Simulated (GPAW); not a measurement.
# Ballistic transport through C2 in line between two C chains, cheap and dear

Aim: T(E), conductance and thermopower of C2 in line between two C chains, and what cheaper settings cost in accuracy.

Method: GPAW LCAO, PAW setups; Landauer transmission from Green's functions with principal layers (ASE), zero bias, in GPAW 26.7.0.

### Step 1. The structure

The cell holds 14 atoms: 14 C. Cell: a = 9.000 Å, b = 9.000 Å, c = 17.880 Å, α = 90.0°, β = 90.0°, γ = 90.0°. Regions: left lead, 6 atoms (6 C); channel, 2 atoms (2 C); right lead, 6 atoms (6 C). Vacuum lies along a and b. The structure is stacked, and the current runs, along c.

### Step 2. GPAW, dzp

Localised orbitals split the wire into layers that couple to their neighbours alone, which is what the Green's function method needs; double zeta with polarisation is the usual level for numbers.

run.py reads:

```python
import json
import numpy as np
from ase import Atoms
from ase.transport.calculators import TransportCalculator
from gpaw import GPAW, FermiDirac
from gpaw.lcao.tools import get_lcao_hamiltonian
from scipy.linalg import eigh

# The junction with lead layers at both ends, along the third cell vector
device = Atoms(
    ['C', 'C', 'C', 'C', 'C', 'C', 'C', 'C', 'C', 'C', 'C', 'C', 'C', 'C'],
    positions=[
        [4.50000, 4.50000, 0.64000],
        [4.50000, 4.50000, 1.92000],
        [4.50000, 4.50000, 3.20000],
        [4.50000, 4.50000, 4.48000],
        [4.50000, 4.50000, 5.76000],
        [4.50000, 4.50000, 7.04000],
        [4.50000, 4.50000, 8.32000],
        [4.50000, 4.50000, 9.56000],
        [4.50000, 4.50000, 10.84000],
        [4.50000, 4.50000, 12.12000],
        [4.50000, 4.50000, 13.40000],
        [4.50000, 4.50000, 14.68000],
        [4.50000, 4.50000, 15.96000],
        [4.50000, 4.50000, 17.24000]],
    cell=[[9.0, 0.0, 0.0], [0.0, 9.0, 0.0], [0.0, 0.0, 17.88]],
    pbc=True)

# One principal layer of the lead: the first 4 atoms of the device
lead = Atoms(
    ['C', 'C', 'C', 'C'],
    positions=[
        [4.50000, 4.50000, 0.64000],
        [4.50000, 4.50000, 1.92000],
        [4.50000, 4.50000, 3.20000],
        [4.50000, 4.50000, 4.48000]],
    cell=[[9.0, 0.0, 0.0], [0.0, 9.0, 0.0], [0.0, 0.0, 5.12]],
    pbc=True)

settings = dict(mode='lcao', basis='dzp', xc='PBE', h=0.2,
                occupations=FermiDirac(0.1), maxiter=250,
                mixer=dict(beta=0.1, nmaxold=8, weight=100.0),
                convergence=dict(density=0.0001))
energies = np.arange(-2, 2 + 1e-9, 0.05)
eta = 0.0001
n1, n2 = 1, 1
# k and -k transmit alike, so half of the mesh across the current serves
mesh = [(i, j) for i in range(n1) for j in range(n2) if (i, j) <= (-i % n1, -j % n2)]
weights = np.array([1 if (i, j) == (-i % n1, -j % n2) else 2 for i, j in mesh]) / (n1 * n2)

# [... helper functions left out ...]
fermi_lead = ground_state(lead, (1, 1, 22), 'lead.txt')
fermi_device = ground_state(device, (1, 1, 4), 'device.txt')
# [... loop over the mesh left out, but for ...]
        # Shift the lead onto the potential of the device's first layer
        shift = ((H[:, 0, 0] - H0[:, 0, 0]) / S0[0, 0]).real.mean()
# [...]
kT = 8.617333e-5 * 500
bias = [0.1, 0.2, 0.5, 1.0, 1.5, 2.0]
# [... integrals and printing left out ...]
```

On the command line:

```console
$ OMP_NUM_THREADS=1 OPENBLAS_NUM_THREADS=1 python run.py
```

The log of the run:

```text
basis functions: device 182, principal layer 52
Fermi level: lead -4.2215 eV, device -4.2122 eV; lead shifted by -0.0002 eV
largest coupling past the next layer 1.03e-04 eV, largest misfit of the first layer 0.014 eV
  E-E_F (eV)   T (one spin)  channels
    -2.000    1.9879e+00    2.0000
    -1.950    1.9881e+00    2.0000
    -1.900    1.9883e+00    2.0000
    -1.850    1.9884e+00    2.0000
    -1.800    1.9886e+00    2.0000
    -1.750    1.9888e+00    2.0000
    -1.700    1.9890e+00    2.0000
    -1.650    1.9891e+00    2.0000
    -1.600    1.9893e+00    2.0000
    -1.550    1.9895e+00    2.0000
    -1.500    1.9897e+00    2.0000
    -1.450    1.9899e+00    2.0000
    -1.400    1.9901e+00    2.0000
    -1.350    1.9902e+00    2.0000
    -1.300    1.9904e+00    2.0000
    -1.250    1.9906e+00    2.0000
[...]
1.650    1.9914e+00    2.0000
     1.700    1.9913e+00    2.0000
     1.750    1.9912e+00    2.0000
     1.800    1.9912e+00    2.0000
     1.850    1.9911e+00    2.0000
     1.900    1.9910e+00    2.0000
     1.950    1.9910e+00    2.0000
     2.000    1.9909e+00    2.0000
conductance at 500 K: 1.9933 G0 a cell; thermopower -0.002156 uV/K
current from the zero-bias T(E) at 0.1 V: 15.444 uA
current from the zero-bias T(E) at 0.2 V: 30.888 uA
current from the zero-bias T(E) at 0.5 V: 77.22 uA
current from the zero-bias T(E) at 1.0 V: 154.43 uA
current from the zero-bias T(E) at 1.5 V: 231.63 uA
current from the zero-bias T(E) at 2.0 V: 308.81 uA
```

It took 35 s on 1 thread of Arm Neoverse N1, shared host; peak memory 0.57 GiB.

Read from the output:

| Quantity | Value |
| --- | --- |
| conductance | 1.993 G₀ |
| largest coupling past the next principal layer | 1.03e-4 eV |
| largest misfit of the first principal layer | 0.01399 eV |
| shift that aligns the lead | -2.24e-4 eV |
| basis functions of the junction | 182 |
| basis functions of a principal layer | 52 |
| transmission at the Fermi level (one spin) | 1.993 |
| open channels of the lead at the Fermi level (one spin) | 2 |

One spin. Transmission, zone mean against energy, zero at the Fermi level:

energy (eV), transmission, zone mean and a bar from the least value:
```
    -2.00       1.99 
    -1.85       1.99 ###
    -1.70       1.99 ######
    -1.60       1.99 ########
    -1.45       1.99 ###########
    -1.30       1.99 ##############
    -1.15       1.99 #################
    -1.05       1.99 ###################
    -0.90       1.99 #####################
    -0.75       1.99 ########################
    -0.60       1.99 ##########################
    -0.50       1.99 ###########################
    -0.35       1.99 ############################
    -0.20       1.99 #############################
    -0.05       1.99 ##############################
     0.00       1.99 ##############################
     0.05       1.99 ##############################
     0.15       1.99 ##############################
     0.20       1.99 ##############################
     0.35       1.99 ##############################
     0.50       1.99 #############################
     0.60       1.99 ############################
     0.75       1.99 ###########################
     0.90       1.99 ##########################
     1.05       1.99 #########################
     1.15       1.99 ########################
     1.30       1.99 ######################
     1.45       1.99 #####################
     1.60       1.99 ####################
     1.70       1.99 ###################
     1.85       1.99 ##################
     2.00       1.99 #################
```

Crossings of the lead's bands, unfolded to its shortest repeat. The open channels, zone mean stays at 2 for energy from -2 to 2 eV.

Not self-consistent under bias; the bias window is split evenly. The current through one cell, from the zero-bias transmission by bias:

```csv
bias (V),"current through one cell, from the zero-bias transmission (μA)"
0.100,15.4
0.200,30.9
0.500,77.2
1.000,154
1.500,232
2.000,309
```

Transmission of the three most open eigenchannels against energy, zero at the Fermi level:

```csv
energy (eV),channel 1 = channel 2,channel 3
-2.00,0.994,0
-1.90,0.994,0
-1.80,0.994,0
-1.70,0.994,0
-1.55,0.995,0
-1.45,0.995,0
-1.35,0.995,0
-1.25,0.995,0
-1.15,0.995,0
-1.05,0.996,0
-0.90,0.996,0
-0.80,0.996,0
-0.70,0.996,0
-0.60,0.996,0
-0.50,0.996,0
-0.40,0.996,0
-0.25,0.997,0
-0.15,0.997,0
-0.05,0.997,0
0.00,0.997,0
0.05,0.997,0
0.15,0.997,0
0.25,0.997,0
0.40,0.997,0
0.50,0.997,0
0.60,0.997,0
0.70,0.996,0
0.80,0.996,0
0.90,0.996,0
1.05,0.996,0
1.15,0.996,0
1.25,0.996,0
1.35,0.996,0
1.45,0.996,0
1.55,0.996,0
1.70,0.996,0
1.80,0.996,0
1.90,0.996,0
2.00,0.995,0
```

Couplings past the next layer reach 1.0e-4 eV, small enough to drop; the first layer differs from the bulk lead by up to 0.014 eV, a small residual of the finite cell. The two Fermi levels in the log count from different zeros of potential, one for each periodic cell; with both set to zero, the small shift printed beside them is what aligns lead and junction. By hand: G = 1.993 × 77.48 μS = 154 μS, a resistance of 6.47 kΩ; at 0.1 V a linear junction would pass 15.4 μA, and the integral over the bias window gives 15.4 μA.

### Step 3. Single-zeta polarised basis

One radial function a shell plus polarisation makes the matrices smaller; the question is what that costs.

run.py, as its differences from that of step 2:

```diff
@@ -40,3 +40,3 @@
 
-settings = dict(mode='lcao', basis='dzp', xc='PBE', h=0.2,
+settings = dict(mode='lcao', basis='szp(dzp)', xc='PBE', h=0.2,
                 occupations=FermiDirac(0.1), maxiter=250,
```

The log of the run:

```text
basis functions: device 126, principal layer 36
Fermi level: lead -6.8417 eV, device -6.8438 eV; lead shifted by 0.0010 eV
largest coupling past the next layer 1.03e-04 eV, largest misfit of the first layer 0.014 eV
  E-E_F (eV)   T (one spin)  channels
    -2.000    1.9857e+00    2.0000
    -1.950    1.9859e+00    2.0000
    -1.900    1.9861e+00    2.0000
    -1.850    1.9863e+00    2.0000
    -1.800    1.9865e+00    2.0000
    -1.750    1.9867e+00    2.0000
    -1.700    1.9869e+00    2.0000
    -1.650    1.9871e+00    2.0000
    -1.600    1.9874e+00    2.0000
    -1.550    1.9876e+00    2.0000
    -1.500    1.9879e+00    2.0000
    -1.450    1.9881e+00    2.0000
    -1.400    1.9883e+00    2.0000
    -1.350    1.9886e+00    2.0000
    -1.300    1.9888e+00    2.0000
    -1.250    1.9891e+00    2.0000
[...]
1.650    1.9904e+00    2.0000
     1.700    1.9903e+00    2.0000
     1.750    1.9903e+00    2.0000
     1.800    1.9902e+00    2.0000
     1.850    1.9901e+00    2.0000
     1.900    1.9901e+00    2.0000
     1.950    1.9900e+00    2.0000
     2.000    1.9900e+00    2.0000
conductance at 500 K: 1.9924 G0 a cell; thermopower -0.00275 uV/K
current from the zero-bias T(E) at 0.1 V: 15.437 uA
current from the zero-bias T(E) at 0.2 V: 30.875 uA
current from the zero-bias T(E) at 0.5 V: 77.192 uA
current from the zero-bias T(E) at 1.0 V: 154.38 uA
current from the zero-bias T(E) at 1.5 V: 231.55 uA
current from the zero-bias T(E) at 2.0 V: 308.7 uA
```

It took 26 s on 1 thread; peak memory 0.56 GiB.

This step gave:

```yaml
conductance: 1.992 G₀
largest_misfit_of_the_first_principal_layer: 0.01371 eV
shift_that_aligns_the_lead: 0.001018 eV
basis_functions_of_the_junction: 126
basis_functions_of_a_principal_layer: 36
transmission_at_the_fermi_level_one_spin: 1.991
```

One spin. Table of transmission, zone mean by energy, zero at the Fermi level:

```csv
energy (eV),"transmission, zone mean"
-2.00,1.99
-1.85,1.99
-1.70,1.99
-1.60,1.99
-1.45,1.99
-1.30,1.99
-1.15,1.99
-1.05,1.99
-0.90,1.99
-0.75,1.99
-0.60,1.99
-0.50,1.99
-0.35,1.99
-0.20,1.99
-0.05,1.99
0.00,1.99
0.05,1.99
0.15,1.99
0.20,1.99
0.35,1.99
0.50,1.99
0.60,1.99
0.75,1.99
0.90,1.99
1.05,1.99
1.15,1.99
1.30,1.99
1.45,1.99
1.60,1.99
1.70,1.99
1.85,1.99
2.00,1.99
```

Crossings of the lead's bands, unfolded to its shortest repeat. The open channels, zone mean stays at 2 for energy from -2 to 2 eV.

Not self-consistent under bias; the bias window is split evenly. Table of current through one cell, from the zero-bias transmission by bias:

```csv
bias (V),"current through one cell, from the zero-bias transmission (μA)"
0.100,15.4
0.200,30.9
0.500,77.2
1.000,154
1.500,232
2.000,309
```

Transmission of the three most open eigenchannels against energy, zero at the Fermi level:

```csv
energy (eV),channel 1 = channel 2,channel 3
-2.00,0.993,0
-1.85,0.993,0
-1.70,0.993,0
-1.60,0.994,0
-1.45,0.994,0
-1.30,0.994,0
-1.15,0.995,0
-1.05,0.995,0
-0.90,0.995,0
-0.75,0.996,0
-0.60,0.996,0
-0.50,0.996,0
-0.35,0.996,0
-0.20,0.996,0
-0.05,0.996,0
0.00,0.996,0
0.05,0.996,0
0.20,0.996,0
0.35,0.996,0
0.50,0.996,0
0.60,0.996,0
0.75,0.996,0
0.90,0.996,0
1.05,0.996,0
1.15,0.996,0
1.30,0.996,0
1.45,0.995,0
1.60,0.995,0
1.70,0.995,0
1.85,0.995,0
2.00,0.995,0
```

The conductance equals that of the dzp run to 0.2 %.

### Step 4. Minimal basis

One function for each valence shell of the setup, as for a first survey of a large system.

run.py, as its differences from that of step 3:

```diff
@@ -40,3 +40,3 @@
 
-settings = dict(mode='lcao', basis='szp(dzp)', xc='PBE', h=0.2,
+settings = dict(mode='lcao', basis='sz(dzp)', xc='PBE', h=0.2,
                 occupations=FermiDirac(0.1), maxiter=250,
```

The log of the run:

```text
basis functions: device 56, principal layer 16
Fermi level: lead -7.7027 eV, device -7.7139 eV; lead shifted by 0.0018 eV
largest coupling past the next layer 1.04e-04 eV, largest misfit of the first layer 0.016 eV
  E-E_F (eV)   T (one spin)  channels
    -2.000    1.9830e+00    2.0000
    -1.950    1.9832e+00    2.0000
    -1.900    1.9835e+00    2.0000
[...]
1.950    1.9895e+00    2.0000
     2.000    1.9894e+00    2.0000
conductance at 500 K: 1.9913 G0 a cell; thermopower -0.005042 uV/K
current from the zero-bias T(E) at 0.1 V: 15.429 uA
current from the zero-bias T(E) at 0.2 V: 30.857 uA
current from the zero-bias T(E) at 0.5 V: 77.142 uA
current from the zero-bias T(E) at 1.0 V: 154.28 uA
current from the zero-bias T(E) at 1.5 V: 231.39 uA
current from the zero-bias T(E) at 2.0 V: 308.48 uA
```

The job ended after 18 s (1 thread; peak memory 0.53 GiB).

Read from the output:

```
conductance                                    : 1.991 G₀
largest coupling past the next principal layer : 1.04e-4 eV
largest misfit of the first principal layer    : 0.01624 eV
shift that aligns the lead                     : 0.001812 eV
basis functions of the junction                : 56
basis functions of a principal layer           : 16
```

One spin. The transmission, zone mean by energy, zero at the Fermi level:

```csv
energy (eV),"transmission, zone mean"
-2.000,1.98
-1.800,1.98
-1.600,1.99
-1.400,1.99
-1.200,1.99
-1.000,1.99
-0.800,1.99
-0.600,1.99
-0.400,1.99
-0.200,1.99
0.000,1.99
0.200,1.99
0.250,1.99
0.400,1.99
0.600,1.99
0.800,1.99
1.000,1.99
1.200,1.99
1.400,1.99
1.600,1.99
1.800,1.99
2.000,1.99
```

The conductance equals that of the dzp run to 0.2 %.

### Step 5. LDA in the dzp basis: xc = "LDA"

Back in the dzp basis, the functional changes from PBE to LDA, to set the spread between functionals beside that between bases.

run.py, as its differences from that of step 4:

```diff
@@ -40,3 +40,3 @@
 
-settings = dict(mode='lcao', basis='sz(dzp)', xc='PBE', h=0.2,
+settings = dict(mode='lcao', basis='dzp', xc='LDA', h=0.2,
                 occupations=FermiDirac(0.1), maxiter=250,
```

The log of the run:

```text
basis functions: device 182, principal layer 52
Fermi level: lead -4.4526 eV, device -4.4434 eV; lead shifted by -0.0002 eV
largest coupling past the next layer 1.02e-04 eV, largest misfit of the first layer 0.014 eV
  E-E_F (eV)   T (one spin)  channels
    -2.000    1.9880e+00    2.0000
    -1.950    1.9882e+00    2.0000
    -1.900    1.9883e+00    2.0000
[...]
1.950    1.9911e+00    2.0000
     2.000    1.9910e+00    2.0000
conductance at 500 K: 1.9935 G0 a cell; thermopower -0.002201 uV/K
current from the zero-bias T(E) at 0.1 V: 15.446 uA
current from the zero-bias T(E) at 0.2 V: 30.891 uA
current from the zero-bias T(E) at 0.5 V: 77.228 uA
current from the zero-bias T(E) at 1.0 V: 154.45 uA
current from the zero-bias T(E) at 1.5 V: 231.65 uA
current from the zero-bias T(E) at 2.0 V: 308.84 uA
```

It took 31 s on 1 thread; peak memory 0.56 GiB.

Read from the output:

* conductance: 1.994 G₀
* largest coupling past the next principal layer: 1.02e-4 eV
* largest misfit of the first principal layer: 0.01367 eV
* shift that aligns the lead: -2.40e-4 eV
* basis functions of the junction: 182
* basis functions of a principal layer: 52
* transmission at the Fermi level (one spin): 1.994

The conductance equals that of the dzp run to 0.2 %.

### Step 6. The ladder

Times are for 1 thread of Arm Neoverse N1, shared host. The runs compared:

```csv
no.,run,conductance (G₀),time,memory (GiB)
1,dzp,1.993,35 s,0.57
2,szp,1.992,26 s,0.56
3,sz,1.991,18 s,0.53
4,dzp LDA,1.994,31 s,0.56
```

### Step 7. Comparison

The curves are compared point by point over the common energies.

This step: comparison of transmission and cost over codes and levels (GPAW 26.7.0).

Ladder, by row:

```csv
step,code,T at the Fermi level (sum over the listed spins),conductance (G0),r.m.s. T(E) from the first,wall time (s),peak memory (GiB)
dzp,GPAW,1.993,1.993,0,35.07,0.57
szp,GPAW,1.991,1.992,0.001173,26.3,0.56
sz,GPAW,1.991,1.991,0.00265,18.29,0.53
dzp-LDA,GPAW,1.994,1.994,1.54e-4,30.56,0.56
```

Table of transmission, zone mean, sum over the listed spins by energy, zero at the Fermi level:

```csv
energy (eV),dzp = szp = dzp-LDA,sz
-2.000,1.99,1.98
-1.800,1.99,1.98
-1.600,1.99,1.99
-1.400,1.99,1.99
-1.200,1.99,1.99
-1.000,1.99,1.99
-0.800,1.99,1.99
-0.600,1.99,1.99
-0.400,1.99,1.99
-0.200,1.99,1.99
0.000,1.99,1.99
0.150,1.99,1.99
0.200,1.99,1.99
0.250,1.99,1.99
0.400,1.99,1.99
0.600,1.99,1.99
0.800,1.99,1.99
1.000,1.99,1.99
1.200,1.99,1.99
1.400,1.99,1.99
1.600,1.99,1.99
1.800,1.99,1.99
2.000,1.99,1.99
```

### Step 8. SCF mesh 1×1×6

The SCF mesh sets the Fermi level of the repeated cell.

This step: GPAW LCAO, PAW setups; Landauer transmission from Green's functions with principal layers (ASE), zero bias (GPAW 26.7.0).

run.py, as its differences from that of step 5:

```diff
@@ -40,3 +40,3 @@
 
-settings = dict(mode='lcao', basis='dzp', xc='LDA', h=0.2,
+settings = dict(mode='lcao', basis='dzp', xc='PBE', h=0.2,
                 occupations=FermiDirac(0.1), maxiter=250,
@@ -53,3 +53,3 @@
 fermi_lead = ground_state(lead, (1, 1, 22), 'lead.txt')
-fermi_device = ground_state(device, (1, 1, 4), 'device.txt')
+fermi_device = ground_state(device, (1, 1, 6), 'device.txt')
 # [... loop over the mesh left out, but for ...]
```

The log of the run:

```text
basis functions: device 182, principal layer 52
Fermi level: lead -4.2215 eV, device -4.2119 eV; lead shifted by -0.0007 eV
largest coupling past the next layer 1.03e-04 eV, largest misfit of the first layer 0.013 eV
  E-E_F (eV)   T (one spin)  channels
    -2.000    1.9880e+00    2.0000
    -1.950    1.9881e+00    2.0000
    -1.900    1.9883e+00    2.0000
    -1.850    1.9885e+00    2.0000
    -1.800    1.9886e+00    2.0000
    -1.750    1.9888e+00    2.0000
    -1.700    1.9890e+00    2.0000
    -1.650    1.9891e+00    2.0000
    -1.600    1.9893e+00    2.0000
    -1.550    1.9895e+00    2.0000
    -1.500    1.9897e+00    2.0000
    -1.450    1.9899e+00    2.0000
    -1.400    1.9900e+00    2.0000
    -1.350    1.9902e+00    2.0000
    -1.300    1.9904e+00    2.0000
    -1.250    1.9906e+00    2.0000
[...]
1.650    1.9914e+00    2.0000
     1.700    1.9913e+00    2.0000
     1.750    1.9912e+00    2.0000
     1.800    1.9912e+00    2.0000
     1.850    1.9911e+00    2.0000
     1.900    1.9911e+00    2.0000
     1.950    1.9910e+00    2.0000
     2.000    1.9910e+00    2.0000
conductance at 500 K: 1.9932 G0 a cell; thermopower -0.002177 uV/K
current from the zero-bias T(E) at 0.1 V: 15.443 uA
current from the zero-bias T(E) at 0.2 V: 30.886 uA
current from the zero-bias T(E) at 0.5 V: 77.215 uA
current from the zero-bias T(E) at 1.0 V: 154.42 uA
current from the zero-bias T(E) at 1.5 V: 231.62 uA
current from the zero-bias T(E) at 2.0 V: 308.79 uA
```

Elapsed: 37 s, on 1 thread; peak memory 0.57 GiB.

Numbers from this step:

| Property | Result |
| --- | --- |
| conductance | 1.993 G₀ |
| largest coupling past the next principal layer | 1.03e-4 eV |
| largest misfit of the first principal layer | 0.01323 eV |
| shift that aligns the lead | -7.15e-4 eV |
| transmission at the Fermi level (one spin) | 1.993 |

One spin. Transmission, zone mean against energy, zero at the Fermi level:

```csv
energy (eV),"transmission, zone mean"
-2.00,1.99
-1.90,1.99
-1.80,1.99
-1.70,1.99
-1.55,1.99
-1.45,1.99
-1.35,1.99
-1.25,1.99
-1.15,1.99
-1.05,1.99
-0.90,1.99
-0.80,1.99
-0.70,1.99
-0.60,1.99
-0.50,1.99
-0.40,1.99
-0.25,1.99
-0.15,1.99
-0.05,1.99
0.00,1.99
0.05,1.99
0.15,1.99
0.25,1.99
0.40,1.99
0.50,1.99
0.60,1.99
0.70,1.99
0.80,1.99
0.90,1.99
1.05,1.99
1.15,1.99
1.25,1.99
1.35,1.99
1.45,1.99
1.55,1.99
1.70,1.99
1.80,1.99
1.90,1.99
2.00,1.99
```

Crossings of the lead's bands, unfolded to its shortest repeat. The open channels, zone mean stays at 2 for energy from -2 to 2 eV.

Not self-consistent under bias; the bias window is split evenly. The current through one cell, from the zero-bias transmission by bias:

```csv
bias (V),"current through one cell, from the zero-bias transmission (μA)"
0.100,15.4
0.200,30.9
0.500,77.2
1.000,154
1.500,232
2.000,309
```

(Continued in part 2 of 2.)

[Long decimals in the printed logs are rounded to 6 places.]

[Logs are printed without paths, hosts, clocks, repeated set-up lines and the standing remarks that a program may print on its own settings, such as how far it seeks lower states.]

[Hosts, paths, dates, database ids (printed as entryN), source tags and the programs' standing remarks are cut or masked in the printed files.]
